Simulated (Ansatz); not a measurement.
# What SbP (model cell, started as wurtzite) distorts into, part 2 of 2

Wanted: the energy along a soft mode of SbP (model cell, started as wurtzite) and the structure at the end.

Ansatz 0.2.0; DFT PBE, scalar-relativistic, plane waves, PAW.

So far. Step 4 (The mode frozen in, largest atomic shift 0.22 Å): The run ends at a pressure of -0.03 GPa, with forces up to 0.18 eV/Å. Step 5 (Energy along the mode, all amplitudes (two of the runs …): The lowest of the steps tried is at 0.22 Å, 1.13 meV/atom below the parent; the bottom of the well need not coincide with a step.

The structure was built from a prototype and need not be the compound's stable phase.

## (6) Relaxation from the frozen mode

Starting from the lowest point found, all atoms and the cell are let go, so that strain and other modes of the same symmetry can join in.

Input file input.yaml:

```yaml
crystal:
  lattice:
    - [-4.779579986, 3.2685e-06, 0.0]
    - [0.0, 0.0, -5.8717278375]
    - [-5.6613e-06, -8.2784753745, 0.0]
  atoms:
    - { symbol: Sb, position: [0.5186009063, 0.0330735997, 0.1666666667] }
    - { symbol: Sb, position: [-0.0186009063, 0.0330735997, 0.6666666667] }
    - { symbol: Sb, position: [1.0186009063, 0.5330735997, 0.3333333333] }
    - { symbol: Sb, position: [0.4813990937, 0.5330735997, 0.8333333333] }
    - { symbol: P, position: [0.5460291491, 0.5919264003, 0.1666666667] }
    - { symbol: P, position: [-0.0460291491, 0.5919264003, 0.6666666667] }
    - { symbol: P, position: [1.0460291491, 0.0919264003, 0.3333333333] }
    - { symbol: P, position: [0.4539708509, 0.0919264003, 0.8333333333] }
kpoints:
  mp_grid: { grid: [8, 6, 4] }
hamiltonian:
  xc: pbe
scf:
  occupations: { method: methfessel_paxton, width: 0.15 }
output:
  forces: true
  stress: true
  eigenvalues: true
relax:
  adjacent_minimum: "off"
  f_tol: 0.002
  max_steps: 120
  cell: { stress_tol: 0.03 }
```

Launch:

```bash
$ ansatz run input.yaml --threads 4 --pin off --max-ram 7168MiB --backend cpu --events-out ev --progress --plain --runs-dir out
```

Numbers of over 12 decimals in the logs are rounded to 6 here.

The log of the run:

```text
[...]
Crystal: 8 atoms, lattice volume = 232.330 Å³
Basis set: ecut = 420 eV, 4547 PW (Γ), exchange–correlation on 64×80×120 points (8 copies of the dense FFT grid, shifted against one another)
Bands: 48, of which v1, the nominal top of the filled ones, is band 40 counted from 1 (39 counted from 0)
Symmetry: 4 space group operations
[...]
k-points: 60 of 192 (time reversal used)
[...]
SCF iter   1: F=—  HF=-28958.635961 eV  |F-HF|=—  |Δ(HF+E_count)|=         —  Δρ=2.31e-3  dr2=1.51e-2  ethr=1.77e-3  ⟨swp⟩=8.7  Hψ=12573  notcnv=0
[...]
SCF iter   7: F=-28958.634233 eV  HF=-28958.634233 eV  |F-HF|=6.60e-9  |Δ(HF+E_count)|=   5.51e-8  S|Δr|=    0.00e0  Δρ=2.85e-6  dr2=2.15e-8  ethr=1.25e-10  ⟨swp⟩=12.2  Hψ=14237  notcnv=0
SCF 1 converged in 7 iterations: F = -28958.634233 eV  dr2 = 2.15e-8
[...]
relax step   1: F+E_penalty+E_count = -28958.63423300 eV  Δ(F+E_penalty+E_count) = +0.000e0 eV  max|allowed force component| = 1.623e-1 eV/Å  Δτ_max = 0.0000 Å  P = -0.032 GPa  Ω = 232.330 Å³  (7 SCF iters, dr2 threshold 1.00e-7 eV, accepted)
Crystal: 8 atoms, lattice volume = 227.749 Å³
Basis set: ecut = 420 eV, 4419 PW (Γ), exchange–correlation on 64×80×120 points (8 copies of the dense FFT grid, shifted against one another)
[...]
iter 1 solved again at ethr=4.96e-5 eV; its pass at ethr=3.10e-3 eV (dr2=3.97e-2 eV) is discarded
[...]
SCF iter   6: F=-28958.701292 eV  HF=-28958.701292 eV  |F-HF|=3.55e-8  |Δ(HF+E_count)|=   1.08e-6  S|Δr|=    0.00e0  Δρ=8.52e-6  dr2=2.40e-7  ethr=1.00e-9  ⟨swp⟩=10.4  Hψ=14733  notcnv=0
SCF 2 converged in 6 iterations: F = -28958.701292 eV  dr2 = 2.40e-7
[...]
relax step   2: F+E_penalty+E_count = -28958.70129190 eV  Δ(F+E_penalty+E_count) = -6.706e-2 eV  max|allowed force component| = 7.154e-2 eV/Å  Δτ_max = 0.1312 Å  P = -0.147 GPa  Ω = 227.749 Å³  energy of the carried Pulay correction = +7.206e-4 eV  (6 SCF iters, dr2 threshold 8.00e-7 eV, accepted)
Crystal: 8 atoms, lattice volume = 222.629 Å³
Basis set: ecut = 420 eV, 4313 PW (Γ), exchange–correlation on 64×80×120 points (8 copies of the dense FFT grid, shifted against one another)
[...]
SCF iter   6: F=-28958.835609 eV  HF=-28958.835609 eV  |F-HF|=3.83e-9  |Δ(HF+E_count)|=   6.73e-7  S|Δr|=    0.00e0  Δρ=1.20e-5  dr2=3.69e-7  ethr=1.00e-9  ⟨swp⟩=10.9  Hψ=15455  notcnv=0
SCF 3 converged in 6 iterations: F = -28958.835609 eV  dr2 = 3.69e-7
[...]
relax step   3: F+E_penalty+E_count = -28958.83560887 eV  Δ(F+E_penalty+E_count) = -1.343e-1 eV  max|allowed force component| = 1.622e-1 eV/Å  Δτ_max = 0.1952 Å  P = -0.733 GPa  Ω = 222.629 Å³  energy of the carried Pulay correction = +1.543e-3 eV  (6 SCF iters, dr2 threshold 8.00e-7 eV, accepted)
[... from here on, the SCF cycles and remarks between the steps are left out ...]
relax step   4: F+E_penalty+E_count = -28959.02457436 eV  Δ(F+E_penalty+E_count) = -1.890e-1 eV  max|allowed force component| = 2.455e-1 eV/Å  Δτ_max = 0.1951 Å  P = -1.535 GPa  Ω = 216.193 Å³  energy of the carried Pulay correction = +2.604e-3 eV  (7 SCF iters, dr2 threshold 8.00e-7 eV, accepted)
relax step   5: F+E_penalty+E_count = -28959.27481380 eV  Δ(F+E_penalty+E_count) = -2.502e-1 eV  max|allowed force component| = 3.054e-1 eV/Å  Δτ_max = 0.1952 Å  P = -1.994 GPa  Ω = 207.835 Å³  energy of the carried Pulay correction = +4.028e-3 eV  (6 SCF iters, dr2 threshold 8.00e-7 eV, accepted)
relax step   6: F+E_penalty+E_count = -28959.57870896 eV  Δ(F+E_penalty+E_count) = -3.039e-1 eV  max|allowed force component| = 2.981e-1 eV/Å  Δτ_max = 0.1970 Å  P = -1.880 GPa  Ω = 198.810 Å³  energy of the carried Pulay correction = +5.628e-3 eV  (6 SCF iters, dr2 threshold 8.00e-7 eV, accepted)
relax step   7: F+E_penalty+E_count = -28959.81974230 eV  Δ(F+E_penalty+E_count) = -2.410e-1 eV  max|allowed force component| = 1.319e-1 eV/Å  Δτ_max = 0.1996 Å  P = -0.921 GPa  Ω = 190.102 Å³  energy of the carried Pulay correction = +7.237e-3 eV  (6 SCF iters, dr2 threshold 8.00e-7 eV, accepted)
relax step   8: F+E_penalty+E_count = -28959.83085543 eV  Δ(F+E_penalty+E_count) = -1.111e-2 eV  max|allowed force component| = 7.314e-2 eV/Å  Δτ_max = 0.0766 Å  P = +1.441 GPa  Ω = 186.673 Å³  energy of the carried Pulay correction = +7.889e-3 eV  (6 SCF iters, dr2 threshold 8.00e-7 eV, accepted)
relax step   9: F+E_penalty+E_count = -28959.89112259 eV  Δ(F+E_penalty+E_count) = -6.027e-2 eV  max|allowed force component| = 5.399e-2 eV/Å  Δτ_max = 0.0338 Å  P = -0.247 GPa  Ω = 188.585 Å³  energy of the carried Pulay correction = +7.524e-3 eV  (5 SCF iters, dr2 threshold 8.00e-7 eV, accepted)
relax step  10: F+E_penalty+E_count = -28959.89471700 eV  Δ(F+E_penalty+E_count) = -3.594e-3 eV  max|allowed force component| = 1.174e-2 eV/Å  Δτ_max = 0.0170 Å  P = -0.033 GPa  Ω = 187.980 Å³  energy of the carried Pulay correction = +7.639e-3 eV  (5 SCF iters, dr2 threshold 3.93e-7 eV, accepted)
relax step  11: F+E_penalty+E_count = -28959.89594643 eV  Δ(F+E_penalty+E_count) = -1.229e-3 eV  max|allowed force component| = 7.873e-3 eV/Å  Δτ_max = 0.0165 Å  P = -0.028 GPa  Ω = 187.067 Å³  energy of the carried Pulay correction = +7.813e-3 eV  (6 SCF iters, dr2 threshold 1.32e-8 eV, accepted)
relax step  12: F+E_penalty+E_count = -28959.74732496 eV  Δ(F+E_penalty+E_count) = +1.486e-1 eV  max|allowed force component| = 3.058e-1 eV/Å  Δτ_max = 0.1955 Å  P = +3.939 GPa  Ω = 177.291 Å³  energy of the carried Pulay correction = +9.729e-3 eV  (8 SCF iters, dr2 threshold 5.33e-9 eV, rejected (line search))
relax step  13: F+E_penalty+E_count = -28959.89902227 eV  Δ(F+E_penalty+E_count) = -3.076e-3 eV  max|allowed force component| = 5.338e-3 eV/Å  Δτ_max = 0.0513 Å  P = -0.026 GPa  Ω = 185.590 Å³  energy of the carried Pulay correction = +8.097e-3 eV  (11 SCF iters, accepted)
relax step  14: F+E_penalty+E_count = -28959.89191224 eV  Δ(F+E_penalty+E_count) = +7.110e-3 eV  max|allowed force component| = 2.958e-2 eV/Å  Δτ_max = 0.0975 Å  P = +0.835 GPa  Ω = 182.994 Å³  energy of the carried Pulay correction = +8.600e-3 eV  (7 SCF iters, dr2 threshold 3.45e-8 eV, rejected (line search))
relax step  15: F+E_penalty+E_count = -28959.89959371 eV  Δ(F+E_penalty+E_count) = -5.714e-4 eV  max|allowed force component| = 2.505e-3 eV/Å  Δτ_max = 0.0297 Å  P = -0.000 GPa  Ω = 185.114 Å³  energy of the carried Pulay correction = +8.189e-3 eV  (9 SCF iters, accepted)
relax step  16: F+E_penalty+E_count = -28959.89960524 eV  Δ(F+E_penalty+E_count) = -1.153e-5 eV  max|allowed force component| = 1.360e-3 eV/Å  Δτ_max = 0.0029 Å  P = -0.002 GPa  Ω = 185.137 Å³  energy of the carried Pulay correction = +8.184e-3 eV  (6 SCF iters, dr2 threshold 3.92e-10 eV, accepted)
Basis set: ecut = 420 eV, 3629 PW (Γ), exchange–correlation on 54×80×108 points (8 copies of the dense FFT grid, shifted against one another)
[...]
SCF iter   6: F=-28959.894447 eV  HF=-28959.894447 eV  |F-HF|=7.28e-12  |Δ(HF+E_count)|=  6.91e-11  S|Δr|=    0.00e0  Δρ=6.76e-8  dr2=9.87e-12  ethr=1.00e-12  ⟨swp⟩=9.6  Hψ=16049  notcnv=0
SCF 17 converged in 6 iterations: F = -28959.894447 eV  dr2 = 9.87e-12
relax step  17: F+E_penalty+E_count = -28959.89444711 eV  Δ(F+E_penalty+E_count) = +5.158e-3 eV  max|allowed force component| = 1.218e-3 eV/Å  Δτ_max = 0.0000 Å  P = -0.014 GPa  Ω = 185.137 Å³  stress off target by 2.60e-2 GPa  SCF on the basis re-selected at this cell (its energy is not comparable with the rows above)  (6 SCF iters)
basis re-selected at this cell: Δ(F+E_penalty+E_count) = +5.158e-3 eV, ΔP = -0.012 GPa vs the last step (what re-selecting the basis moved, of the pressure what is left beyond the Pulay correction that the steps carried, after the strain that the cell walked since its last selection, with what the two solves' SCF thresholds leave and, on support functions, any second-order correction that the steps lacked; it is no measure of the basis error at this ecutwfc). The dense FFT grid was sized anew with the basis: this SCF ran on 27×40×54 points, the steps before it on 32×40×60, so part of this shift can come from that change (see relax.cell in the input reference). [rest of the remark cut]
SCF converged after 6 iterations
[...]
Free energy (F): -28959.894447 eV
[...]
Internal energy: -28959.894007 eV  (E = F + TS)
E sigma→0 (E₀):  -28959.894337 eV
Entropy (-TS):   -0.000440 eV (-0.055 meV/atom)
Fermi energy:    9.955595 eV
[...]
--- Forces (eV/Å), atoms counted from 1 ---
  atom   1  Sb    -0.00037011    -0.00021687     0.00121810
  atom   2  Sb     0.00037011    -0.00021687     0.00121810
  atom   3  Sb    -0.00037011     0.00021687     0.00121810
  atom   4  Sb     0.00037011     0.00021687     0.00121810
  atom   5  P      0.00040543     0.00012489    -0.00121800
  atom   6  P     -0.00040543     0.00012489    -0.00121800
  atom   7  P      0.00040543    -0.00012489    -0.00121800
  atom   8  P     -0.00040543    -0.00012489    -0.00121800
  max |Σ_I F_I| component: 3.95e-7 eV/Å
--- Stress (GPa, compression-positive) ---
       -0.026049       0.000000      -0.000000
        0.000000      -0.001418       0.000000
       -0.000000       0.000000      -0.014913
  P = ⅓ Tr σ = -0.0141 GPa (-0.141 kbar)
--- Band table (eV; the first three rows and the last of 60) ---
  k-point 0: bands = [... 36 lower, 7.9149, 8.1195, 9.0482, 9.1241, 10.4299, 10.6532, 11.4664, 11.5085, ... 4 higher]
  k-point 1: bands = [... 36 lower, 8.0531, 8.4932, 8.7610, 10.0253, 10.2275, 10.4789, 11.7370, 12.3023, ... 4 higher]
  k-point 2: bands = [... 36 lower, 8.4311, 8.4311, 9.4595, 9.4595, 11.0245, 11.0245, 11.4734, 11.4734, ... 4 higher]
  k-point 59: bands = [... 36 lower, 8.6128, 8.6128, 8.6128, 8.6128, 10.6086, 10.6086, 10.6090, 10.6090, ... 4 higher]
--- Relaxed structure (16 steps of the walk, 14 accepted, 1 SCFs on fresh bases) ---
  F+E_penalty+E_count = -28959.89444711 eV   max|allowed force component| = 1.218e-3 eV/Å   (the final SCF, on the basis selected at the relaxed cell)
  cell:  # Å, volume = 185.1374 Å³
    - [-4.010026, 2.7422652472376883e-6, 0]
    - [0, 1.656423357348373e-17, -5.754527]
    - [-5.4865548455081695e-6, -8.023012, 2.335370499627435e-17]
  atoms:
    - { symbol: Sb, position: [0.749981, 0.037245, 0.127538] }
    - { symbol: Sb, position: [-0.249981, 0.037245, 0.627538] }
    - { symbol: Sb, position: [1.249981, 0.537245, 0.372462] }
    - { symbol: Sb, position: [0.250019, 0.537245, 0.872462] }
    - { symbol: P, position: [0.750015, 0.587755, 0.126217] }
    - { symbol: P, position: [-0.250015, 0.587755, 0.626217] }
    - { symbol: P, position: [1.250015, 0.087755, 0.373783] }
    - { symbol: P, position: [0.249985, 0.087755, 0.873783] }
```

Elapsed: 5.5 min, on 4 threads of Arm Neoverse V2, shared host; peak memory 0.86 GiB.

The steps of the relaxation:

```tsv
step	energy less that of the first step (eV)	largest force component (eV/Å)	pressure (GPa)	volume (Å³)
1	0.0000	0.1623	-0.03	232.33
2	-0.0671	0.0715	-0.15	227.75
3	-0.2014	0.1622	-0.73	222.63
4	-0.3903	0.2455	-1.53	216.19
5	-0.6406	0.3054	-1.99	207.84
6	-0.9445	0.2981	-1.88	198.81
7	-1.1855	0.1319	-0.92	190.10
8	-1.1966	0.0731	1.44	186.67
9	-1.2569	0.0540	-0.25	188.58
10	-1.2605	0.0117	-0.03	187.98
11	-1.2617	0.0079	-0.03	187.07
12	-1.1131	0.3058	3.94	177.29
13	-1.2648	0.0053	-0.03	185.59
14	-1.2577	0.0296	0.84	182.99
15	-1.2654	0.0025	0.00	185.11
16	-1.2654	0.0014	0.00	185.14
17*	-1.2602	0.0012	-0.01	185.14
```

Relaxation steps marked * repeat the geometry before them on a plane-wave basis chosen anew for their cell, so energy and pressure can jump there. Relaxation steps 12, 14 were tried and not accepted.

Forces are held to the 4 operations that the run works with; a distortion that breaks them can't arise in this run.

```tsv
cell as run	before	after	change
a (Å)	4.780	4.010	-16.1 %
b (Å)	5.872	5.755	-2.0 %
c (Å)	8.278	8.023	-3.1 %
volume (Å³/atom)	29.04	23.14	-20.3 %
```

The atoms that moved most (Å, as changes of fractional coordinates times the final cell):

```tsv
atom	dx	dy	dz	length
Sb2	0.928	0.314	-0.024	0.980
Sb3	-0.928	-0.314	-0.024	0.980
Sb1	-0.928	0.314	-0.024	0.980
Sb4	0.928	-0.314	-0.024	0.980
P6	0.818	0.325	0.024	0.880
P7	-0.818	-0.325	0.024	0.880
P5	-0.818	0.325	0.024	0.880
P8	0.818	-0.325	0.024	0.880
```

Numbers from this step:

- pressure: -0.01413 GPa
- volume per atom: 23.14 Å³

The distorted start has space group Pna2_1; the relaxation ends in Pmn2_1.

## (7) Modes of the new phase, k-mesh 8×6×4

A relaxed structure may still be a saddle point, so its zone-centre modes are computed. No field response is asked, since the mesh shows no gap.

Input file input.yaml:

```yaml
crystal:
  lattice:
    - [-4.0100259042, 2.7423e-06, 0.0]
    - [0.0, 0.0, -5.7545272768]
    - [-5.4866e-06, -8.0230120254, 0.0]
  atoms:
    - { symbol: Sb, position: [0.7499805335, 0.0372451005, 0.127537812] }
    - { symbol: Sb, position: [-0.2499805335, 0.0372451005, 0.627537812] }
    - { symbol: Sb, position: [1.2499805335, 0.5372451005, 0.372462188] }
    - { symbol: Sb, position: [0.2500194665, 0.5372451005, 0.872462188] }
    - { symbol: P, position: [0.7500152615, 0.5877548995, 0.1262167992] }
    - { symbol: P, position: [-0.2500152615, 0.5877548995, 0.6262167992] }
    - { symbol: P, position: [1.2500152615, 0.0877548995, 0.3737832008] }
    - { symbol: P, position: [0.2499847385, 0.0877548995, 0.8737832008] }
kpoints:
  mp_grid: { grid: [8, 6, 4] }
hamiltonian:
  xc: pbe
scf:
  occupations: { method: methfessel_paxton, width: 0.15 }
output:
  eigenvalues: true
phonons:
  method: dfpt
```

The log of the run:

```text
[...]
Crystal: 8 atoms, lattice volume = 185.137 Å³
Basis set: ecut = 420 eV, 3629 PW (Γ), exchange–correlation on 60×80×108 points (8 copies of the dense FFT grid, shifted against one another)
Bands: 48, of which v1, the nominal top of the filled ones, is band 40 counted from 1 (39 counted from 0)
Symmetry: 4 space group operations
k-points: 100 of 192 (irreducible under 1 space group operation, time reversal used)
[...]
SCF iter   1: F=—  HF=-28959.897740 eV  |F-HF|=—  |Δ(HF+E_count)|=         —  Δρ=2.02e-3  dr2=8.34e-3  ethr=1.77e-3  ⟨swp⟩=8.0  Hψ=20470  notcnv=0
[...]
SCF iter  10: F=-28959.894447 eV  HF=-28959.894447 eV  |F-HF|=7.28e-12  |Δ(HF+E_count)|=  3.64e-12  S|Δr|=    0.00e0  Δρ=2.77e-8  dr2=2.09e-12  ethr=1.00e-12  ⟨swp⟩=12.7  Hψ=27267  notcnv=0
SCF 1 converged in 10 iterations: F = -28959.894447 eV  dr2 = 2.09e-12
[...]
DFPT response loops at Γ: preconditioner auto → Kerker (q_TF=auto, 2.372 Å⁻¹) (partly filled bands, converged f_vac=0.000); β = 1.00, the filter's whole step (`scf.mixing.beta` (0.50) is not read by the response loops under this deck's `scf.mixing.preconditioner`; to damp them name `kerker` or `kerker_dos`, under which they read `scf.mixing.beta`, and type it under 1.00, their step now; both keys bind the ground state too); Broyden in place of MSR1
SCF converged after 10 iterations
[...]
Free energy (F): -28959.894447 eV
[...]
Internal energy: -28959.894007 eV  (E = F + TS)
E sigma→0 (E₀):  -28959.894337 eV
Entropy (-TS):   -0.000440 eV (-0.055 meV/atom)
Fermi energy:    9.955596 eV
[...]
--- Band table (eV; the first three rows and the last of 100) ---
  k-point 0: bands = [... 36 lower, 7.9149, 8.1195, 9.0482, 9.1241, 10.4299, 10.6532, 11.4664, 11.5085, ... 4 higher]
  k-point 1: bands = [... 36 lower, 8.0531, 8.4932, 8.7610, 10.0253, 10.2275, 10.4789, 11.7370, 12.3023, ... 4 higher]
  k-point 2: bands = [... 36 lower, 8.4311, 8.4311, 9.4595, 9.4595, 11.0245, 11.0245, 11.4734, 11.4734, ... 4 higher]
  k-point 99: bands = [... 36 lower, 8.6128, 8.6128, 8.6128, 8.6128, 10.6086, 10.6086, 10.6090, 10.6090, ... 4 higher]
--- Phonons (Γ-DFPT): 6 representative perturbations + reference, on 100 of 192 k-points (Σ response iterations 18) ---
  k mesh reduced under 1 symmetry operation, with k and −k counted as one. Each operation leaves every solved perturbation unchanged. A smaller set is not used because it would not reduce the number of displacements times k-points to solve
  ASR residual: 4.555e-5 → 0.000e0 eV/Å²; symmetrization residual: 2.340e-5 eV/Å²
  ASR residual per site (eV/Å²): 4.55e-5 4.55e-5 4.55e-5 4.55e-5 4.42e-5 4.42e-5 4.42e-5 4.42e-5
  Γ frequencies (cm⁻¹): -132.23 -130.23 0.00 0.00 0.00 8.94 21.64 83.76 87.70 88.72 91.13 103.56 108.46 115.69 129.46 132.58 210.16 213.04 227.60 228.89 235.31 250.18 255.03 274.09
  non-analytic LO–TO correction: not included (Born effective charges unavailable; polar crystals: no LO–TO splitting at Γ)
```

Elapsed: 3.9 min, on 4 threads; peak memory 3.1 GiB.

This step gave:

```
sum-rule residual before enforcement                    : 4.55e-5 eV/Å²
point group                                             : mm2
highest optical mode at the zone centre (no LO-TO term) : 274.1 cm⁻¹
lowest optical zone-centre mode                         : -132.2 cm⁻¹
```

Patterns of degenerate modes are one choice out of their space. Modes at Γ, with each element's share of the kinetic energy (negative means imaginary):

```tsv
mode	frequency (cm⁻¹)	symmetry	Sb %	P %
1	-132.2	B2	20	80
2	-130.2	B1	20	80
3	0.0	acoustic	80	20
4	0.0	acoustic	80	20
5	0.0	acoustic	80	20
6	8.9	A2	95	5
7	21.6	A1	97	3
8	83.8	B2	87	13
9	87.7	not assigned	98	2
10	88.7	not assigned	88	12
11	91.1	B1	100	0
12	103.6	A2	5	95
13	108.5	A1	3	97
14	115.7	B1	92	8
15	129.5	A2	97	3
16	132.6	B2	99	1
17	210.2	B1	0	100
18	213.0	A1	2	98
19	227.6	not assigned	1	99
20	228.9	not assigned	3	97
21	235.3	A1	20	80
22	250.2	B2	13	87
23	255.0	A2	12	88
24	274.1	B1	8	92
```

Displacements in mode 1 (-132.2 cm⁻¹), the largest set to 1:
```
Sb1 -0.25  0.00  0.00
Sb2 -0.25  0.00  0.00
Sb3 -0.25  0.00  0.00
Sb4 -0.25  0.00  0.00
P5   1.00  0.00  0.00
P6   1.00  0.00  0.00
P7   1.00  0.00  0.00
P8   1.00  0.00  0.00
```

Displacements in mode 13 (108.5 cm⁻¹), the largest set to 1:
```
Sb1  0.00  0.09  0.00
Sb2  0.00  0.09  0.00
Sb3  0.00 -0.09  0.00
Sb4  0.00 -0.09  0.00
P5   0.00 -1.00  0.00
P6   0.00 -1.00  0.00
P7   0.00  1.00  0.00
P8   0.00  1.00  0.00
```

Before it was imposed, the acoustic sum rule was missed by 4.6e-5 eV/Å². Small misses are needed for a sound result but don't prove that mesh and cutoff are converged. The lowest optical mode is imaginary, 132.2i cm⁻¹, so the energy falls along it.

## (8) Outcome

| Property | Result |
| --- | --- |
| unstable mode of the parent | q = (0, -0.5, 0), 56i cm⁻¹ |
| depth at the lowest point sampled | 1.13 meV/atom |
| largest atomic shift at that point | 0.22 Å |
| space group reached (within 0.01 Å) | Pmn2_1 |
| energy gained over the parent (first relaxation, on the mesh of the frozen mode) | 159 meV/atom |
| volume per atom, phase reached | 23.1 Å³ |
| lowest optical zone-centre mode, phase reached | -132 cm⁻¹ |
| highest optical mode at the zone centre (no LO-TO term), phase reached | 274 cm⁻¹ |

Along this mode the structure falls into Pmn2_1, 159 meV/atom below the parent. At the parent's cell the well is 1.131 meV/atom deep on the steps tried, with its lowest point at a shift of 0.22 Å. Relaxing atoms and cell changes the gain by +157.58 meV/atom against the lowest step (energies at zero smearing). Most of the total comes from this relaxation. The new phase still has an imaginary mode at the zone centre of its cell, so it is a saddle point on the way to a lower structure. Each path keeps the symmetry of its pattern, so a lower phase may lie along a pattern not tried. The q mesh is too sparse to interpolate, so only the solved wavevectors are given. With no gap, or one that is small against the smearing, the frequencies hang on the k mesh and the smearing, most of all near Kohn anomalies. The volume moved by more than a tenth on the k mesh of the start, so the energy gain is rough. A semilocal functional can close a gap that the real compound would have, so the metallic treatment may be an artefact of the level. Spin-orbit coupling is left out, which can matter for the heavy elements here. The starting cell was built on a prototype and not taken from a measurement, so the phase need not exist.

[Logs are printed without paths, hosts, clocks, repeated set-up lines and the standing remarks that a program may print on its own settings, such as how far it seeks lower states.]

[Hosts, paths, dates, database ids (printed as entryN), source tags and the programs' standing remarks are cut or masked in the printed files.]
